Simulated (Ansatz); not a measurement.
## A computed optical spectrum

Method: Ansatz, PBE, independent particles, without spin-orbit coupling, line width 0.1 eV (Gaussian); metals get a typed carrier damping. The response is along the first axis of the cell.

E (eV), Im ε and a bar:
```
     0.50      38.07 ##############################
     1.00      21.51 ################
     1.50      20.51 ###############
     2.00      27.78 #####################
     2.50      23.82 ##################
     3.00      21.61 ################
     3.50      20.67 ###############
     4.00      18.20 #############
     4.50      18.84 ##############
     5.00      25.82 ####################
     5.50      23.11 #################
     6.00      12.04 ########
     6.50       7.96 ####
     7.00       5.64 ##
     7.50       4.20 #
     8.00       3.05 
     8.50       3.44 
     9.00       3.13 
     9.50       3.89 #
    10.00       4.25 #
```

Problem. To which candidate does it belong?
A. Ba2PF (R-3m)
B. WS2 (P6_3/mmc)
C. W (Im-3m)
D. Sc (P6_3/mmc)

Solution. C. W (Im-3m): a metal, with a Drude term, main peak of the conductivity above 1 eV at 5.22 eV. The others: WS2 (P6_3/mmc), least direct gap 1.74 eV, ε∞ = 14.43 along the first axis, strongest peak along the first axis at 2.73 eV; Sc (P6_3/mmc), a metal, with a Drude term, main peak of the conductivity above 1 eV at 5.92 eV; Ba2PF (R-3m), least direct gap 1.18 eV, ε∞ = 7.00 along the first axis, strongest peak along the first axis at 5.12 eV.

Note: cells built here by substitution need not match a known phase.

[Logs are printed without paths, hosts, clocks, repeated set-up lines and the standing remarks that a program may print on its own settings, such as how far it seeks lower states.]
